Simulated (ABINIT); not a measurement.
**Beyond one shot: GaN (F-43m)**

Wanted: G0W0 and self-consistent gaps of GaN (F-43m), with the cost of the cycles.

Method: LDA and many-body steps on it, plane waves, in ABINIT 10.8.3.

**Experimental background.**

- Gap 3.23 eV: absorption onset (direct gap at Gamma) of unexcited film, from imaginary part of dielectric function; spectroscopic ellipsometry (steady-state reference of time-resolved measurement); 300 K; film on 3C-SiC/Si(001) (“Femtosecond pump-probe absorption edge spectroscopy of cubic GaN”, 2022, arxiv:2206.02223).

### 1. Starting point

It takes space group F-43m (No. 216, cubic). The conventional cell has a = 4.507 Å, b = 4.507 Å, c = 4.507 Å, α = 90.00°, β = 90.00°, γ = 90.00°. Nearest to Ga lie 4 N at 1.95 Å. N has 4 Ga at 1.95 Å nearest. Farther neighbours and most contacts between anions are not listed.

The cell and positions are those that the Materials Project relaxed with its own functionals (PBE, PBE+U or r2SCAN), kept fixed. This is not the form that GaN usually takes at ambient conditions.

### 2. Empty states on the mesh, 6×6×6 mesh, 131 bands

This step: ABINIT 10.8.3; DFT, LDA, plane waves, norm-conserving pseudopotentials.

The sums over transitions need many empty states on a uniform mesh; this step solves for them.

Input file run.abi:

```
acell 3*1.0 Angstrom
rprim 
  0.000000000000 2.253500607500 2.253500607500
  2.253500607500 0.000000000000 2.253500607500
  2.253500607500 2.253500607500 0.000000000000
ntypat 2
znucl 31 7
natom 2
typat 1 2
xred 
  0.000000000000 0.000000000000 0.000000000000
  0.750000000000 0.750000000000 0.750000000000
pp_dirpath "pseudos"
pseudos "Ga.upf, N.upf"
ecut 45
ngkpt 6 6 6
nshiftk 1
shiftk 0 0 0
kptopt 1
chksymbreak 0
irdden 1
istwfk *1
nband 131
prtvol 0
optdriver 6
gwr_task "HDIAGO"
paral_kgb 0
occopt 1
indata_prefix "in"
outdata_prefix "out"
tmpdata_prefix "tmp"
```

The run is started by

```console
$ OMP_NUM_THREADS=1 mpirun -n 8 abinit run.abi > log
```

The log of the run:

```text
.Version 10.8.3 of ABINIT. v10.8.2 released Aug 2026.

 Symmetries : space group F-4 3 m (#216); Bravais cF (face-center cubic)
[... echo of the input left out ...]
== DATASET  1 ==================================================================
-   mpi_nproc: 8, omp_nthreads: 1 (-1 if OMP is not activated)

--- !DatasetInfo
iteration_state: {dtset: 1, }
dimensions: {natom: 2, nkpt: 16, mband: 131, nsppol: 1, nspinor: 1, nspden: 1, mpw: 2252, }
cutoff_energies: {ecut:  45.0, pawecutdg:  -1.0, }
[...]
Direct band gap semiconductor
 Fundamental gap:     1.753 (eV)
   VBM:     6.481 (eV) at k: [ 0.0000E+00,  0.0000E+00,  0.0000E+00]
   CBM:     8.234 (eV) at k: [ 0.0000E+00,  0.0000E+00,  0.0000E+00]
 Direct gap:         1.753 (eV) at k: [ 0.0000E+00,  0.0000E+00,  0.0000E+00]

== END DATASET(S) ==============================================================
================================================================================

 -outvars: echo values of variables after computation  --------
           etotal      0.0000000000E+00
            nband         131
             nkpt          16
          spgroup         216
 [... the other variables as echoed above ...]

 Calculation completed.
```

The job ended after 22 s (8 MPI ranks of Arm Neoverse V2, shared host; peak memory 2.6 GiB).

This step gave:

| Property | Result |
| --- | --- |
| gap | 1.753 eV |
| k of the valence top | 0, 0, 0 |
| k of the conduction bottom | 0, 0, 0 |
| least direct gap | 1.753 eV |
| k points computed | 16 |
| lowest point of the top converged band, above the valence top | 151.9548 eV |

On this mesh the gap is 1.753 eV.

The density comes from a self-consistent run that is not shown.

### 3. Screening, 6×6×6 mesh, 123 bands, screening to 244.9 eV

The RPA dielectric matrix is built and inverted for each q.

This step: RPA screening on LDA, plane waves, norm-conserving pseudopotentials.

run.abi, as its differences from that of step 2:

```diff
@@ -20,10 +20,11 @@
 chksymbreak 0
-irdden 1
 istwfk *1
-nband 131
-prtvol 0
-optdriver 6
-gwr_task "HDIAGO"
-paral_kgb 0
 occopt 1
+irdwfk 1
+optdriver 3
+nband 123
+ecuteps 9
+inclvkb 2
+awtr 1
+symchi 1
 indata_prefix "in"
```

The log of the run:

```text
.Version 10.8.3 of ABINIT. v10.8.2 released Aug 2026.

 Symmetries : space group F-4 3 m (#216); Bravais cF (face-center cubic)
[... echo of the input left out ...]
== DATASET  1 ==================================================================
-   mpi_nproc: 8, omp_nthreads: 1 (-1 if OMP is not activated)

--- !DatasetInfo
iteration_state: {dtset: 1, }
dimensions: {natom: 2, nkpt: 16, mband: 123, nsppol: 1, nspinor: 1, nspden: 1, mpw: 2252, }
cutoff_energies: {ecut:  45.0, pawecutdg:  -1.0, }
electrons: {nelect:   2.60000000E+01, charge:   0.00000000E+00, occopt:   1.00000000E+00, tsmear:   1.00000000E-02, }

 SCREENING: Calculation of the susceptibility and dielectric matrices

 Based on a program developped by R.W. Godby, V. Olevano, G. Onida, and L. Reining.
 Incorporated in ABINIT by V. Olevano, G.-M. Rignanese, and M. Torrent.
.Using double precision arithmetic ; gwpc =  8

[... cell and pseudopotentials left out ...]
--------------------------------------------------------------------------------

 ==== K-mesh for the wavefunctions ====
 Number of points in the irreducible wedge :    16
[... list of points left out ...]
 Together with 24 symmetry operations and time-reversal symmetry
 yields   216 points in the full Brillouin Zone.

 ==== Q-mesh for the screening function ====
 Number of points in the irreducible wedge :    16
[... list of points left out ...]
 Together with 24 symmetry operations and time-reversal symmetry
 yields   216 points in the full Brillouin Zone.

 setmesh: FFT mesh size selected  =    27x   27x   27
          total number of points  =        19683

 vcoul_init : cutoff-mode = AUXILIARY_FUNCTION
 q-points for optical limit:   1
     1)      0.000010    0.000020    0.000030

- screening: taking advantage of time-reversal symmetry
- Maximum band index for partially occupied states nbvw = 13
- Remaining bands to be divided among processors   nbcw = 110
- Number of bands treated by each node ~13

 Number of electrons calculated from density =   26.0000; Expected =   26.0000
 average of density, n =  0.168335
 r_s =    1.1235
 omega_plasma =   39.5770 [eV]

 calculating chi0 at frequencies [eV] :
  1    0.000000E+00    0.000000E+00
  2    0.000000E+00    3.957696E+01

--------------------------------------------------------------------------------
  q-point number  1        q = ( 0.000000, 0.000000, 0.000000) [r.l.u.]
--------------------------------------------------------------------------------
[... chi0 elements left out ...]
 For q-point:  0.000010 0.000020 0.000030
  dielectric constant =   6.5050
  dielectric constant without local fields =   6.9796

  Average fulfillment of the sum rule on Im[epsilon] for q-point    1 :     57.14  [%]
[... wings left out ...]
  q-point number  2        q = ( 0.166667, 0.000000, 0.000000) [r.l.u.]
--------------------------------------------------------------------------------
[... chi0 elements left out ...]
  Average fulfillment of the sum rule on Im[epsilon] for q-point    2 :     69.05  [%]

 [... 14 further q-points ...]
```

Wall time 80 s (8 MPI ranks); peak memory 1.9 GiB.

This step gave:

| Quantity | Value |
| --- | --- |
| ε∞ with local fields, on this mesh, along the program's q direction | 6.505 |
| the same without local fields | 6.980 |
| plasma frequency | 39.58 eV |
| plane waves in the screening matrix | 181 |

Local fields lower ε∞ by 7 %.

### 4. G0W0

The self-energy is evaluated for the states that the input lists, and the levels follow from it, in one-shot runs by the linearised quasiparticle equation.

This step: G0W0 on LDA, plane waves, norm-conserving pseudopotentials.

run.abi, as its differences from that of step 3:

```diff
@@ -23,8 +23,19 @@
 irdwfk 1
-optdriver 3
+optdriver 4
 nband 123
+gwcalctyp 0
+ecutsigx 45
+symsigma 1
+nkptgw 3
+kptgw 
+  0.0000000000 0.0000000000 0.0000000000
+  0.5000000000 0.0000000000 0.0000000000
+  0.5000000000 0.5000000000 0.0000000000
+bdgw 
+  11 17
+  12 15
+  12 15
 ecuteps 9
-inclvkb 2
-awtr 1
-symchi 1
+irdscr 1
+ppmodel 1
 indata_prefix "in"
```

The log of the run:

```text
.Version 10.8.3 of ABINIT. v10.8.2 released Aug 2026.

 Symmetries : space group F-4 3 m (#216); Bravais cF (face-center cubic)
[... echo of the input left out ...]
== DATASET  1 ==================================================================
-   mpi_nproc: 8, omp_nthreads: 1 (-1 if OMP is not activated)

--- !DatasetInfo
iteration_state: {dtset: 1, }
dimensions: {natom: 2, nkpt: 16, mband: 123, nsppol: 1, nspinor: 1, nspden: 1, mpw: 2252, }
cutoff_energies: {ecut:  45.0, pawecutdg:  -1.0, }
electrons: {nelect:   2.60000000E+01, charge:   0.00000000E+00, occopt:   1.00000000E+00, tsmear:   1.00000000E-02, }

 SIGMA: Calculation of the GW corrections

 Based on a program developped by R.W. Godby, V. Olevano, G. Onida, and L. Reining.
 Incorporated in ABINIT by V. Olevano, G.-M. Rignanese, and M. Torrent.
.Using double precision arithmetic ; gwpc =  8

[... cell and pseudopotentials left out ...]
--------------------------------------------------------------------------------

 ==== K-mesh for the wavefunctions ====
 Number of points in the irreducible wedge :    16
[... list of points left out ...]
 Together with 24 symmetry operations and time-reversal symmetry
 yields   216 points in the full Brillouin Zone.

 ==== Q-mesh for screening function ====
 Number of points in the irreducible wedge :    16
[... list of points left out ...]
 Together with 24 symmetry operations and time-reversal symmetry
 yields   216 points in the full Brillouin Zone.

 vcoul_init : cutoff-mode = AUXILIARY_FUNCTION
 q-points for optical limit:   1
     1)      0.000010    0.000020    0.000030
 setmesh: FFT mesh size selected  =    40x   40x   40
          total number of points  =        64000

 Number of electrons calculated from density =   26.0000; Expected =   26.0000
 average of density, n =  0.168335
 r_s =    1.1235
 omega_plasma =   39.5770 [eV]

 === KS Band Gaps ===
  >>>> For spin  1
   Minimum direct gap =   1.7525 [eV], located at k-point      :   0.0000  0.0000  0.0000
   Fundamental gap    =   1.7525 [eV], Top of valence bands at :   0.0000  0.0000  0.0000
                                       Bottom of conduction at :   0.0000  0.0000  0.0000
 SIGMA fundamental parameters:
 PLASMON POLE MODEL  1
 number of plane-waves for SigmaX                 2229
 number of plane-waves for SigmaC and W            181
 number of plane-waves for wavefunctions          2229
 number of bands                                   123
 number of independent spin polarizations            1
 number of spinorial components                      1
 number of k-points in IBZ                          16
 number of q-points in IBZ                          16
 number of symmetry operations                      24
 number of k-points in BZ                          216
 number of q-points in BZ                          216
 number of frequencies for dSigma/dE                 9
 frequency step for dSigma/dE [eV]                0.25
 number of omega for Sigma on real axis              0
 max omega for Sigma on real axis  [eV]           0.00
 zcut for avoiding poles [eV]                     0.10

 EPSILON^-1 parameters (SCR file):
 dimension of the eps^-1 matrix on file            181
 dimension of the eps^-1 matrix used               181
 number of plane-waves for wavefunctions          2229
 number of bands                                   123
 number of q-points in IBZ                          16
 number of frequencies                               2
 number of real frequencies                          1
 number of imag frequencies                          1

 matrix elements of self-energy operator (all in [eV])

 Perturbative Calculation

--- !SelfEnergy_ee
iteration_state: {dtset: 1, }
kpoint     : [   0.000,    0.000,    0.000, ]
spin       : 1
KS_gap     :    1.753
QP_gap     :    2.928
Delta_QP_KS:    1.175
data: !SigmaeeData |
     Band     E0 <VxcDFT>   SigX SigC(E0)      Z dSigC/dE  Sig(E)    E-E0       E
       11   6.481 -18.919 -22.472   2.707   0.794  -0.259 -19.591  -0.672   5.809
       12   6.481 -18.919 -22.472   2.707   0.794  -0.259 -19.591  -0.672   5.809
       13   6.481 -18.919 -22.472   2.707   0.794  -0.259 -19.591  -0.672   5.809
       14   8.234 -14.570 -10.224  -3.734   0.821  -0.218 -14.067   0.503   8.737
       15  16.638 -13.685  -7.116  -5.200   0.824  -0.214 -12.557   1.128  17.766
       16  16.638 -13.685  -7.116  -5.200   0.824  -0.214 -12.557   1.128  17.766
[...]
--- !SelfEnergy_ee
iteration_state: {dtset: 1, }
kpoint     : [   0.500,    0.000,    0.000, ]
spin       : 1
KS_gap     :    5.526
QP_gap     :    7.056
Delta_QP_KS:    1.530
data: !SigmaeeData |
     Band     E0 <VxcDFT>   SigX SigC(E0)      Z dSigC/dE  Sig(E)    E-E0       E
[...]
--- !SelfEnergy_ee
iteration_state: {dtset: 1, }
kpoint     : [   0.500,    0.500,    0.000, ]
spin       : 1
KS_gap     :    6.009
QP_gap     :    7.371
Delta_QP_KS:    1.362
data: !SigmaeeData |
     Band     E0 <VxcDFT>   SigX SigC(E0)      Z dSigC/dE  Sig(E)    E-E0       E
[...]
13   3.756 -16.162 -20.413   3.188   0.793  -0.261 -17.005  -0.843   2.914
       14   9.765 -12.387  -7.754  -4.016   0.842  -0.188 -11.867   0.519  10.284
       15  12.975 -14.787  -8.909  -4.684   0.836  -0.197 -13.789   0.998  13.972

== END DATASET(S) ==============================================================
================================================================================

 -outvars: echo values of variables after computation  --------
           etotal      0.0000000000E+00
            nband         123
             nkpt          16
          spgroup         216
 [... the other variables as echoed above ...]

 Calculation completed.
```

It took 12 s on 8 MPI ranks; peak memory 1.7 GiB; 91 s of CPU time.

Numbers from this step:

```
G0W0 gap on the points computed              : 2.928 eV
starting gap on the mesh                     : 1.753 eV
k of the valence top                         : 0, 0, 0
k of the conduction bottom                   : 0, 0, 0
Z at the valence top                         : 0.794
Z at the conduction bottom                   : 0.821
least direct G0W0 gap on the computed points : 2.928 eV
```

The gap on the mesh goes from 1.75 eV to 2.93 eV, a correction of +1.18 eV.

### 5. evGW0, cycle 1

This step: evGW0 on LDA, plane waves, norm-conserving pseudopotentials.

run.abi, as its differences from that of step 4:

```diff
@@ -25,14 +25,40 @@
 nband 123
-gwcalctyp 0
+gwcalctyp 10
 ecutsigx 45
 symsigma 1
-nkptgw 3
+nkptgw 16
 kptgw 
   0.0000000000 0.0000000000 0.0000000000
+  0.1666666667 0.0000000000 0.0000000000
+  0.3333333333 0.0000000000 0.0000000000
   0.5000000000 0.0000000000 0.0000000000
+  0.1666666667 0.1666666667 0.0000000000
+  0.3333333333 0.1666666667 0.0000000000
+  0.5000000000 0.1666666667 0.0000000000
+  -0.3333333333 0.1666666667 0.0000000000
+  -0.1666666667 0.1666666667 0.0000000000
+  0.3333333333 0.3333333333 0.0000000000
+  0.5000000000 0.3333333333 0.0000000000
+  -0.3333333333 0.3333333333 0.0000000000
   0.5000000000 0.5000000000 0.0000000000
+  0.5000000000 0.3333333333 0.1666666667
+  -0.3333333333 0.3333333333 0.1666666667
+  -0.3333333333 0.5000000000 0.1666666667
 bdgw 
-  11 17
-  12 15
-  12 15
+  11 18
+  11 18
+  11 18
+  11 18
+  11 18
+  11 18
+  11 18
+  11 18
+  11 18
+  11 18
+  11 18
+  11 18
+  11 18
+  11 18
+  11 18
+  11 18
 ecuteps 9
```

The log of the run:

```text
.Version 10.8.3 of ABINIT. v10.8.2 released Aug 2026.

 Symmetries : space group F-4 3 m (#216); Bravais cF (face-center cubic)
[... echo of the input left out ...]
== DATASET  1 ==================================================================
-   mpi_nproc: 8, omp_nthreads: 1 (-1 if OMP is not activated)

--- !DatasetInfo
iteration_state: {dtset: 1, }
dimensions: {natom: 2, nkpt: 16, mband: 123, nsppol: 1, nspinor: 1, nspden: 1, mpw: 2252, }
cutoff_energies: {ecut:  45.0, pawecutdg:  -1.0, }
electrons: {nelect:   2.60000000E+01, charge:   0.00000000E+00, occopt:   1.00000000E+00, tsmear:   1.00000000E-02, }

 SIGMA: Calculation of the GW corrections

 Based on a program developped by R.W. Godby, V. Olevano, G. Onida, and L. Reining.
 Incorporated in ABINIT by V. Olevano, G.-M. Rignanese, and M. Torrent.
.Using double precision arithmetic ; gwpc =  8

[... cell and pseudopotentials left out ...]
--------------------------------------------------------------------------------

 ==== K-mesh for the wavefunctions ====
 Number of points in the irreducible wedge :    16
[... list of points left out ...]
 Together with 24 symmetry operations and time-reversal symmetry
 yields   216 points in the full Brillouin Zone.

 ==== Q-mesh for screening function ====
 Number of points in the irreducible wedge :    16
[... list of points left out ...]
 Together with 24 symmetry operations and time-reversal symmetry
 yields   216 points in the full Brillouin Zone.

 vcoul_init : cutoff-mode = AUXILIARY_FUNCTION
 q-points for optical limit:   1
     1)      0.000010    0.000020    0.000030
 setmesh: FFT mesh size selected  =    40x   40x   40
          total number of points  =        64000

 Number of electrons calculated from density =   26.0000; Expected =   26.0000
[...]
spin       : 1
KS_gap     :    8.829
QP_gap     :   10.381
Delta_QP_KS:    1.551
data: !SigmaeeData |
     Band     E_DFT   <VxcDFT>   E(N-1)  <Hhartree>   SigX  SigC[E(N-1)]    Z     dSigC/dE  Sig[E(N)]  DeltaE  E(N)_pert E(N)_diago
[...]
--- !SelfEnergy_ee
iteration_state: {dtset: 1, }
kpoint     : [  -0.333,    0.500,    0.167, ]
spin       : 1
KS_gap     :    8.689
QP_gap     :   10.243
Delta_QP_KS:    1.554
data: !SigmaeeData |
     Band     E_DFT   <VxcDFT>   E(N-1)  <Hhartree>   SigX  SigC[E(N-1)]    Z     dSigC/dE  Sig[E(N)]  DeltaE  E(N)_pert E(N)_diago
[...]
17    17.720   -14.111    17.720    31.832    -6.987    -5.910     0.805    -0.243   -13.135     0.977    18.697    18.934
       18    21.034   -15.156    21.034    36.190    -7.004    -6.616     0.808    -0.237   -13.914     1.241    22.276    22.570

 New Fermi energy :        2.660932E-01 Ha ,    7.240764E+00 eV

 === QP Band Gaps ===
  >>>> For spin  1
   Minimum direct gap =   3.2120 [eV], located at k-point      :   0.0000  0.0000  0.0000
   Fundamental gap    =   3.2120 [eV], Top of valence bands at :   0.0000  0.0000  0.0000
                                       Bottom of conduction at :   0.0000  0.0000  0.0000

 writing QP data on file : out_QPS

 Convergence of QP corrections
 >>>>> For spin  1 <<<<<
.  kptgw no:  1; Maximum DeltaE = ( -12.966  -0.000) for band index:  5
.  kptgw no:  2; Maximum DeltaE = (   0.503   0.000) for band index:  6
.  kptgw no:  3; Maximum DeltaE = (   0.607   0.000) for band index:  6
[...]
.  kptgw no: 15; Maximum DeltaE = (   0.795   0.001) for band index:  8
.  kptgw no: 16; Maximum DeltaE = (   0.972   0.001) for band index:  8

== END DATASET(S) ==============================================================
================================================================================

 -outvars: echo values of variables after computation  --------
           etotal      0.0000000000E+00
            nband         123
             nkpt          16
          spgroup         216
 [... the other variables as echoed above ...]

 Calculation completed.
```

Run time: 4.2 min. Hardware: 8 MPI ranks; peak memory 2.6 GiB; 34 min of CPU time.

Numbers from this step:

```
quasiparticle gap on the mesh                         : 3.212 eV
gap of the density functional on the mesh             : 1.753 eV
k of the valence top                                  : 0, 0, 0
k of the conduction bottom                            : 0, 0, 0
Z at the valence top                                  : 0.794
Z at the conduction bottom                            : 0.821
least direct quasiparticle gap on the computed points : 3.212 eV
```

Against G0W0 in ABINIT (6×6×6 mesh, 123 bands, screening to 244.9 eV, Godby-Needs plasmon pole), the gap moves by +0.284 eV. This first cycle still uses the starting levels; it takes the full correction, at all points of the mesh, and its linearised value is 2.928 eV.

(Part 1 of 3 ends here.)

[Paths, hosts, dates, memory and timing lines, banners, echoed tables and standing remarks are left out of the program output.]

[Logs are printed without paths, hosts, clocks, repeated set-up lines and the standing remarks that a program may print on its own settings, such as how far it seeks lower states.]

[Runs of the session that timed out or met a known fault of the program may be left out.]

[Hosts, paths, dates, database ids (printed as entryN), source tags and the programs' standing remarks are cut or masked in the printed files.]

[G0W0 gaps are taken among the corrected bands and points alone; a level outside them can change the order at an edge.]

[Where Ansatz stands beside ABINIT at settings called matched, ABINIT's density can come from a denser mesh and the files from another edition; pairs whose starting gaps differed by over 0.03 eV were left out, so agreement reads better than it is.]
